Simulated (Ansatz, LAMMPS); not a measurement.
# Localised basis functions on glassy 71SiO2-10B2O3-10MgO-10Na2O (mol %) (127 atoms)

Wanted: errors and times of a linear-scaling basis for glassy 71SiO2-10B2O3-10MgO-10Na2O (mol %) (127 atoms). A setting counts as converged where the r.m.s. difference of forces stays under 1 % of the r.m.s. force.

Method: Kohn-Sham DFT, PBE, PAW (set soft_2), plane waves, in Ansatz 0.2.0.

### Step 1. The system as given

The cell holds 127 atoms: 29 Si, 8 B, 4 Mg, 8 Na and 78 O. Its edges and angles: a = 11.781 Å, b = 11.781 Å, c = 11.781 Å, α = 90.0°, β = 90.0°, γ = 90.0°. 127 atoms (29 Si, 8 B, 4 Mg, 8 Na, 78 O) placed at random at 2.29 g/cm³, melted at 3000 K for 20 ps at fixed volume with the Buckingham and Coulomb pair potential of Guillot and Sator (Geochim. Cosmochim. Acta 71, 1249 (2007)) with the boron terms of Wang et al. (J. Non-Cryst. Solids 498, 294 (2018)). Quenched from 3000 K to 300 K at 20 K/ps and fixed volume, held 10 ps at zero pressure.

Before any run, some limits are plain. The quench rate of 20 K/ps is many orders above laboratory rates, so the cell is likely richer in defects and strain than a real sample. The network of bonds at the start is that of the classical potential that made the cell, and needn't be the one that DFT or experiment would give. Only the Γ point is sampled, in a cell whose shortest periodic width is 12 Å.

### Step 2. How the cell was made

A classical potential supplies the starting structure, since it reaches far longer times than DFT.

This step: classical MD, Buckingham and Coulomb pair potential of Guillot and Sator (Geochim. Cosmochim. Acta 71, 1249 (2007)) with the boron terms of Wang et al. (J. Non-Cryst. Solids 498, 294 (2018)) (LAMMPS 22 Jul 2025 - Update 4).

Contents of in.lmp:

```
# melt-quench of Si29B8Mg4Na8O78
units metal
atom_style charge
boundary p p p
region box block 0 12.0854 0 12.0854 0 12.0854
create_box 5 box
mass 1 28.0850   # Si
mass 2 10.8100   # B
mass 3 24.3050   # Mg
mass 4 22.9898   # Na
mass 5 15.9990   # O
create_atoms 1 random 29 529622 NULL overlap 1.5 maxtry 2000
create_atoms 2 random 8 529629 NULL overlap 1.5 maxtry 2000
create_atoms 3 random 4 529636 NULL overlap 1.5 maxtry 2000
create_atoms 4 random 8 529643 NULL overlap 1.5 maxtry 2000
create_atoms 5 random 78 529650 NULL overlap 1.5 maxtry 2000
pair_style buck/coul/long 9.0
pair_coeff * * 0.0 1.0 0.0
pair_coeff 1 5 50306.10 0.161 46.2978   # Si-O
pair_coeff 2 5 206941.81 0.124 35.0018   # B-O
pair_coeff 3 5 32652.64 0.178 27.281   # Mg-O
pair_coeff 4 5 120303.80 0.17 0   # Na-O
pair_coeff 5 5 9022.79 0.265 85.0921   # O-O
pair_coeff 2 2 484.40 0.35 0.0   # B-B
pair_coeff 1 2 337.70 0.29 0.0   # Si-B
set type 1 charge 1.89
set type 2 charge 1.4175
set type 3 charge 0.945
set type 4 charge 0.4725
set type 5 charge -0.945
kspace_style pppm 1.0e-4
neigh_modify delay 0 every 1 check yes
thermo_style custom step time temp pe press density
thermo_modify norm yes
# [... 17 lines left out ...]
fix md all nvt temp 3000 300 0.1
run 135000 post no
unfix md
thermo 3333
fix md all npt temp 300 300 0.1 iso 0 0 1
run 10000 post no
unfix md
write_dump all custom glass.dump id type xs ys zs modify sort id
```

The run is started by

```bash
lmp -in in.lmp -log none -nocite
```

What it wrote:

```text
LAMMPS (22 Jul 2025 - Update 4)
Created orthogonal box = (0 0 0) to (12.0854 12.0854 12.0854)
Created 29 atoms
Created 8 atoms
Created 4 atoms
Created 8 atoms
Created 78 atoms
PPPM initialization ...
  G vector (1/distance) = 0.3258253
  grid = 10 10 10
  estimated relative force accuracy = 7.1126534e-05
   Step          Time           Temp          PotEng         Press         Density
         0   0              0              0.19096267     1256594.2      2.2859841
       100   0.1            0             -10.483205     -40887.374      2.2859841
       114   0.114          0             -10.502112     -41581.231      2.2859841
Loop time of 0.143521 s on 1 MPI rank(s) for 114 steps with 127 atoms
Minimization stats:
  Stopping criterion = energy tolerance
  Energy initial, next-to-last, final =
     0.190962673977372   -10.501185919671   -10.502111653625
  Force two-norm initial, final = 524.74259 3.3765468
  Iterations, force evaluations = 114 186
[... 7 lines left out ...]
      3333   3.333          2941.778      -10.248507      12899.606      2.2859841
      6666   6.666          3049.7726     -10.266653      18717.941      2.2859841
      9999   9.999          2853.4761     -10.1868       -1243.5708      2.2859841
     13332   13.332         3078.1325     -10.252102      22648.48       2.2859841
     16665   16.665         3046.8666     -10.224498      3894.5419      2.2859841
[... 2 lines left out ...]
Loop time of 11.259 s on 1 MPI rank(s) for 20000 steps with 127 atoms
   Step          Time           Temp          PotEng         Press         Density
[... 12 lines left out ...]
Loop time of 74.3768 s on 1 MPI rank(s) for 135000 steps with 127 atoms
   Step          Time           Temp          PotEng         Press         Density
[... 1 line left out ...]
    156651   156.651        305.72207     -10.702469      3800.3776      2.5141965
    159984   159.984        270.9273      -10.7121       -6865.7         2.474394
    163317   163.317        358.67646     -10.713202      4115.6995      2.5050032
    166000   166            309.13033     -10.711662     -4939.7502      2.4680634
Loop time of 6.77987 s on 1 MPI rank(s) for 10000 steps with 127 atoms
```

Elapsed: 93 s, on 1 thread of Arm Neoverse V1, shared host; peak memory 0.071 GiB.

### Step 3. Plane-wave single point

This run is the reference for what follows, at a cutoff of 420 eV.

Contents of input.yaml:

```yaml
crystal:
  lattice:
    - [11.78058, 0.0, 0.0]
    - [0.0, 11.78058, 0.0]
    - [0.0, 0.0, 11.78058]
  atoms:
    - { symbol: Si, position: [0.03283, 0.0843, 0.39823] }
    - { symbol: Si, position: [0.35921, 0.93597, 0.83238] }
    - { symbol: Si, position: [0.39975, 0.92042, 0.42982] }
    - { symbol: Si, position: [0.34525, 0.00369, 0.17597] }
    - { symbol: Si, position: [0.7326, 0.19772, 0.49894] }
    - { symbol: Si, position: [0.39635, 0.56129, 0.13938] }
    - { symbol: Si, position: [0.60919, 0.65181, 0.26556] }
    - { symbol: Si, position: [0.34513, 0.36732, 0.9485] }
    - { symbol: Si, position: [0.95058, 0.52146, 0.00439] }
    - { symbol: Si, position: [0.70343, 0.60927, 0.67946] }
    - { symbol: Si, position: [0.29453, 0.3521, 0.50813] }
    - { symbol: Si, position: [0.11273, 0.35776, 0.07213] }
    - { symbol: Si, position: [0.5356, 0.14955, 0.17594] }
    - { symbol: Si, position: [0.83064, 0.53971, 0.24756] }
    - { symbol: Si, position: [0.51666, 0.15542, 0.91447] }
    - { symbol: Si, position: [0.7444, 0.10596, 0.85985] }
    - { symbol: Si, position: [0.08355, 0.20421, 0.78328] }
    - { symbol: Si, position: [0.03425, 0.4884, 0.64754] }
    - { symbol: Si, position: [0.81535, 0.99579, 0.62716] }
    - { symbol: Si, position: [0.87357, 0.71897, 0.84616] }
    - { symbol: Si, position: [0.9128, 0.16731, 0.0697] }
    - { symbol: Si, position: [0.25682, 0.57979, 0.37227] }
    - { symbol: Si, position: [0.91025, 0.87451, 0.33191] }
    - { symbol: Si, position: [0.00209, 0.66016, 0.43784] }
    - { symbol: Si, position: [0.45937, 0.17022, 0.53813] }
    - { symbol: Si, position: [0.46997, 0.80422, 0.03104] }
    - { symbol: Si, position: [0.73112, 0.28835, 0.23672] }
    - { symbol: Si, position: [0.1947, 0.94593, 0.57877] }
    - { symbol: Si, position: [0.71913, 0.88524, 0.98912] }
    - { symbol: B, position: [0.10708, 0.06506, 0.171] }
    - { symbol: B, position: [0.04707, 0.25276, 0.55375] }
    - { symbol: B, position: [0.75929, 0.36311, 0.67726] }
    [... 89 atom lines left out ...]
    - { symbol: O, position: [0.79915, 0.06968, 0.74004] }
    - { symbol: O, position: [0.32979, 0.42747, 0.62681] }
    - { symbol: O, position: [0.57375, 0.65475, 0.65404] }
    - { symbol: O, position: [0.28645, 0.88216, 0.50117] }
    - { symbol: O, position: [0.05048, 0.89583, 0.93474] }
    - { symbol: O, position: [0.13723, 0.38688, 0.20226] }
kpoints:
  mp_grid: { grid: [1, 1, 1] }
hamiltonian:
  xc: pbe
scf:
  occupations: { method: fermi_dirac, width: 0.025 }
output:
  forces: true
  stress: true
  populations: intrinsic
  dos:
    method: { smearing: { sigma: 0.08 } }
    de: 0.1
    projected: { site_lists: { B: [B], Mg: [Mg], Na: [Na], O: [O], Si: [Si] } }
  eigenvalues: true
  write_density: true
  write_potential: true
  volumetric_format: npy
  elf: true
```

The run is started by

```bash
ansatz run input.yaml --threads 4 --pin off --max-ram 8192MiB --backend cpu --events-out ev --progress --plain --runs-dir out
```

What it wrote:

```text
Engine: ansatz 0.2.0, aarch64-unknown-linux-gnu
Pseudopotentials: kind: paw
Pseudopotential: Si, paw, valence charge 4, recommended cutoff 420 eV (normal), Si.paw.azcp
Pseudopotential: B, paw, valence charge 3, recommended cutoff 420 eV (normal), B.paw.azcp
Pseudopotential: Mg, paw, valence charge 10, recommended cutoff 420 eV (normal), Mg.paw.azcp
Pseudopotential: Na, paw, valence charge 9, recommended cutoff 420 eV (normal), Na.paw.azcp
Pseudopotential: O, paw, valence charge 6, recommended cutoff 420 eV (normal), O.paw.azcp
Functional definition: PBE
  parameter kappa = 0.804
  parameter beta = 0.066725
  exchange = pbe_x(kappa = kappa, mu = beta*pi^2/3)
  correlation = pbe_c(beta = beta)
Crystal: 127 atoms, lattice volume = 1634.933 Å³
Basis set: ecut = 420 eV, 31919 PW (Γ), exchange–correlation on 160×160×160 points (8 copies of the dense FFT grid, shifted against one another)
Bands: 487, of which v1, the nominal top of the filled ones, is band 360 counted from 1 (359 counted from 0)
Symmetry: 1 space group operations
Space group: P1 (ITA 1), of the structure as read, at distance tolerance 1.2e-4 Å
k-points: 1
Non-local potential: Si, projectors of the file, l = 0: 2, l = 1: 2, l = 2: 2
Non-local potential: B, projectors of the file, l = 0: 2, l = 1: 2, l = 2: 1
Non-local potential: Mg, projectors of the file, l = 0: 3, l = 1: 2, l = 2: 1
Non-local potential: Na, projectors of the file, l = 0: 3, l = 1: 2, l = 2: 1
Non-local potential: O, projectors of the file, l = 0: 2, l = 1: 2, l = 2: 1
PAW form: soft (Blöchl's): semilocal exchange-correlation on the pseudo side does not see the compensation charge
PAW one-centre angular grid: Si, 110 points (default); XC on 64 Gauss nodes
PAW one-centre angular grid: B, 110 points (default); XC on 64 Gauss nodes
PAW one-centre angular grid: Mg, 110 points (default); XC on 64 Gauss nodes
PAW one-centre angular grid: Na, 110 points (default); XC on 64 Gauss nodes
PAW one-centre angular grid: O, 110 points (default); XC on 64 Gauss nodes
Initial density: superposition of atomic densities (neutral atoms: chi_scale 0, normalization atom), corrected by the library's trained network
Initial wavefunctions: pseudopotential atomic-orbital guess
Functional: x = pbe(κ = 0.804, μ = 0.219515), c = pbe(β = 0.066725)
SCF iter   1: F=—  HF=-83654.411955 eV  |F-HF|=—  |Δ(HF+E_count)|=         —  Δρ=2.98e-3  dr2=2.76e-1  ethr=1.77e-3  ⟨swp⟩=6.0  Hψ=2113  notcnv=0  defer=69
preconditioner: auto → Resta (q_TF=auto, 2.380 Å⁻¹)  ε∞=3.0  [insulator: Δε(μ)=2.220 eV  Ē_g=16.969 eV  σ=0.025 eV  W_gap=1.00  n_scr=364 (ndim 8)  ℏωp=23.8 eV  f_vac=0.158  D(μ)=0.00/eV (n_scr^D=0)  ε∞_Penn≈3.0]
SCF iter   2: F=—  HF=-83654.364595 eV  |F-HF|=—  |Δ(HF+E_count)|=   4.74e-2  Δρ=1.72e-3  dr2=6.75e-2  ethr=3.84e-5  ⟨swp⟩=2.0  Hψ=805  notcnv=0  defer=119
SCF iter   3: F=—  HF=-83654.353418 eV  |F-HF|=—  |Δ(HF+E_count)|=   1.12e-2  Δρ=7.61e-4  dr2=2.03e-2  ethr=9.37e-6  ⟨swp⟩=2.0  Hψ=712  notcnv=0  defer=119
SCF iter   4: F=—  HF=-83654.349143 eV  |F-HF|=—  |Δ(HF+E_count)|=   4.27e-3  Δρ=2.96e-4  dr2=1.77e-3  ethr=2.81e-6  ⟨swp⟩=2.0  Hψ=612  notcnv=0  defer=119
SCF iter   5: F=—  HF=-83654.349119 eV  |F-HF|=—  |Δ(HF+E_count)|=   2.48e-5  Δρ=1.95e-4  dr2=5.54e-4  ethr=2.46e-7  ⟨swp⟩=2.0  Hψ=800  notcnv=0  defer=119
SCF iter   6: F=—  HF=-83654.349079 eV  |F-HF|=—  |Δ(HF+E_count)|=   3.94e-5  Δρ=5.22e-5  dr2=4.94e-5  ethr=7.70e-8  ⟨swp⟩=2.0  Hψ=607  notcnv=0  defer=119
SCF iter   7: F=—  HF=-83654.348907 eV  |F-HF|=—  |Δ(HF+E_count)|=   1.73e-4  Δρ=2.37e-5  dr2=9.22e-6  ethr=6.86e-9  ⟨swp⟩=2.0  Hψ=723  notcnv=0  defer=119
SCF iter   8: F=—  HF=-83654.348910 eV  |F-HF|=—  |Δ(HF+E_count)|=   3.62e-6  Δρ=1.17e-5  dr2=2.13e-6  ethr=1.28e-9  ⟨swp⟩=2.0  Hψ=637  notcnv=0  defer=119
SCF iter   9: F=—  HF=-83654.348911 eV  |F-HF|=—  |Δ(HF+E_count)|=   5.13e-7  Δρ=3.38e-6  dr2=2.03e-7  ethr=2.96e-10  ⟨swp⟩=2.0  Hψ=637  notcnv=0  defer=119
SCF iter  10: F=-83654.348911 eV  HF=-83654.348911 eV  |F-HF|=1.97e-8  |Δ(HF+E_count)|=   1.50e-7  Δρ=2.10e-6  dr2=6.37e-8  ethr=1.39e-11  ⟨swp⟩=20.0  Hψ=4374  notcnv=0
SCF 1 converged in 10 iterations: F = -83654.348911 eV  dr2 = 6.37e-8
  greatest PAW one-centre occupation: 1.000 electrons in one spin orbital (limit 2), on the Mg atom at site 40 (counted from 0), in its partial waves of l = 1
SCF converged after 10 iterations
Free energy (F): -83654.348911 eV
Harris-Foulkes:  -83654.348911 eV  (|F-HF|=1.97e-8)
Internal energy: -83654.348911 eV  (E = F + TS)
E sigma→0 (E₀):  -83654.348911 eV
Fermi energy:    5.768931 eV
--- Per-component energies (eV) ---
  E_band       = -5654.712356
  E_kinetic    = 16822.492626
  E_local      = -60744.519427  (includes V_loc(G=0)·N_el)
  E_nonlocal   = 5825.669296
  E_hartree    = 22716.953635
  E_xc         = -8078.579972
  E_vxc        = -9607.450564  (∫ρ·V_xc dr)
  E_paw        = -31170.140955  (= ΣΔE_a)
  E_vpaw       = -3385.015419  (= ΣTr[D̂ρ^β])
  E_aug_tail   = 0.198499  (compensation charges beyond the density's cutoff)
  E_ewald      = -29026.422613
  E_smearing   = -0.000000  (= −TS)
  E_closure    = -0.000000  (closes the sum)
  Σ components = -83654.348911   (vs F -83654.348911, Δ=0.00e0)
--- Forces (eV/Å), atoms counted from 1 ---
  atom   1  Si     1.49580663    -1.00026855     0.40633104
  atom   2  Si     2.77383278    -0.12861089    -2.82849905
  atom   3  Si     0.45206408     0.24543865     0.76422961
  atom   4  Si     0.89836841    -2.32193136     1.21260238
  atom   5  Si    -1.34578710     1.35827783     0.23596489
  atom   6  Si     1.97415361     1.87093509     1.33790596
  atom   7  Si    -1.41710641     1.24780705     2.08547024
  atom   8  Si    -1.00429668    -0.73046314     0.50819884
  atom   9  Si    -0.02672416    -1.13762240     0.96075760
  atom  10  Si     0.70322138     1.05165766    -3.70505114
  atom  11  Si    -1.68589102     1.32928205     2.71303594
  atom  12  Si     1.31308667     0.54911709     1.55625930
  atom  13  Si     2.30695521    -2.87936617    -0.09945267
  atom  14  Si     0.45981792     3.16871023     0.09876389
[...]
atom 126  O      1.41811781     0.61521464    -0.48903125
  atom 127  O     -0.04005450    -0.66009123    -0.06794484
  max |Σ_I F_I| component: 9.11e-5 eV/Å
--- Stress (GPa, compression-positive) ---
       -1.519332       0.712078      -0.418375
        0.712076      -0.490943       0.370092
       -0.418373       0.370088      -0.718848
  P = ⅓ Tr σ = -0.9097 GPa (-9.097 kbar)
--- Band table (eV) ---
  k-point 0: bands = ["-70.2894", "-69.1221", "-69.0674", "-69.0450", [... 471 levels ...], "13.8736", "13.9125", "13.9361", "13.9515", "13.9834", "14.0680", "14.0880", "14.0933", "14.1740", "14.2181", "14.2252", "14.2566"]
--- intrinsic populations: 127 sites ---
  site symbol       q [e]
     0     Si      2.2512
     1     Si      2.3736
     2     Si      2.3112
[...]
126      O      7.0641
  spilling = -0.000000 (of n_electrons = 720.000000)
```

Elapsed: 41 s, on 4 threads of Arm Neoverse V1, shared host; peak memory 2.4 GiB; 2.6 min of CPU time.

Numbers from this run:

```yaml
free_energy: -83654.3489 eV
free_energy_per_atom: -658.6957 eV/atom
scf_cycles: 10
pressure: -0.9097 GPa
r_m_s_force_component: 1.053 eV/Å
longest_force: 3.964 eV/Å
fermi_energy: 5.769 eV
spacing_of_highest_filled_and_lowest_empty_level: 1.741 eV
```

The r.m.s. force component of 1.1 eV/Å and the pressure of -0.91 GPa set the scale for the differences below.

### Step 4. Support functions medium

The cell is solved in localised support functions. Besides, the program derives a nominal cutoff of 464 eV for this run, against the reference's 420.

This step: Kohn-Sham DFT, PBE, PAW (set soft_2), localised support functions (medium) (Ansatz 0.2.0).

input.yaml, the sections that differ from step 3:

```yaml
scf:
  occupations: { method: fermi_dirac, width: 0.025 }
  eigensolver: { kind: { support_functions: { accuracy: medium } } }
  max_iter: 150
output:
  forces: true
  eigenvalues: true
# crystal, kpoints, hamiltonian: as in step 3
```

What it wrote:

```text
Warning: scf.eigensolver.kind.support_functions: disabling space-group detection — the functions' gradient is summed over unrotated k-points, so no spatial operation reduces the k-mesh or symmetrises the density; time reversal is kept, so that k and −k are solved as one point where they differ and the mesh holds both, and exact exchange and, on two spinor components, a DFT+U term hold to it where the run has them: [...]
Warning: basis.ecutwfc = 464 eV, auto-derived: no grid that the accuracy of the support functions lays serves the files at the lower one that their records recommend; a deck with other species or settings can derive another value
settings of this run that can trade accuracy for cost: scf.eigensolver.kind.support_functions [...]
[...]
Crystal: 127 atoms, lattice volume = 1634.933 Å³
Basis set: ecut = 464 eV, 37193 PW (Γ), exchange–correlation on 180×180×180 points (8 copies of the dense FFT grid, shifted against one another)
Bands: 432, of which v1, the nominal top of the filled ones, is band 360 counted from 1 (359 counted from 0)
Symmetry: 1 space group operations
k-points: 1
[...]
SCF iter   1: F=—  HF=-83651.003269 eV  |F-HF|=—  |Δ(HF+E_count)|=         —  Δρ=1.09e-1  dr2=2.03e2  ethr=1.00e-1
[...]
SCF iter  13: F=—  HF=-83654.938631 eV  |F-HF|=—  |Δ(HF+E_count)|=   2.03e-3  Δρ=1.55e-5  dr2=6.74e-6  ethr=4.17e-9  κ⁻¹=2.8e-5(r=7)
SCF iter  14: F=-83654.940320 eV  HF=-83654.940320 eV  |F-HF|=7.45e-8  |Δ(HF+E_count)|=   1.69e-3  Δρ=6.57e-6  dr2=1.34e-6  ethr=9.36e-10
SCF 1 converged in 14 iterations: F = -83654.964397 eV  dr2 = 1.34e-6
[...]
SCF converged after 14 iterations
Stability not checked: this state was not tested for a lower state beside it, because the mixer in use, unlike msr1, does not test its closes by its own steps (another_mixer; see scf.mixing.algorithm and scf.lower_state_search)
Free energy (F): -83654.964397 eV
[...]
Internal energy: -83654.964397 eV  (E = F + TS)
E sigma→0 (E₀):  -83654.964397 eV
Fermi energy:    5.769348 eV
[...]
Σ components = -83654.964397   (vs F -83654.964397, Δ=0.00e0)
--- Forces (eV/Å), atoms counted from 1 ---
  atom   1  Si     1.49567200    -1.00037212     0.40643681
  atom   2  Si     2.77397156    -0.12896070    -2.82911420
  atom   3  Si     0.45349728     0.24489055     0.76441547
  atom   4  Si     0.89941561    -2.32188871     1.21291860
[...]
atom 127  O     -0.04076707    -0.66054890    -0.06915676
  max |Σ_I F_I| component: 6.73e-4 eV/Å
--- Band table (eV) ---
[...]
```

It took 3.2 min on 4 threads; peak memory 5.4 GiB; 13 min of CPU time.

The program notes that the band table was not solved further than the SCF left it and it switched symmetry off.

Keys that differ from the reference: support_functions.accuracy = "medium" and scf.max_iter = 150.

Forces differ from the reference by 0.83 meV/Å r.m.s., 0.079 % of their size, well within a tolerance of 1 %; the energy by -4.8 meV/atom. It took roughly 4.7 times the reference's time (one timing each, with unlike analyses asked), in 14 cycles against 10.

[end of part 1 of 3]

[Long decimals in the printed logs are rounded to 6 places.]

[Logs are printed without paths, hosts, clocks, repeated set-up lines and the standing remarks that a program may print on its own settings, such as how far it seeks lower states.]

[Hosts, paths, dates, database ids (printed as entryN), source tags and the programs' standing remarks are cut or masked in the printed files.]
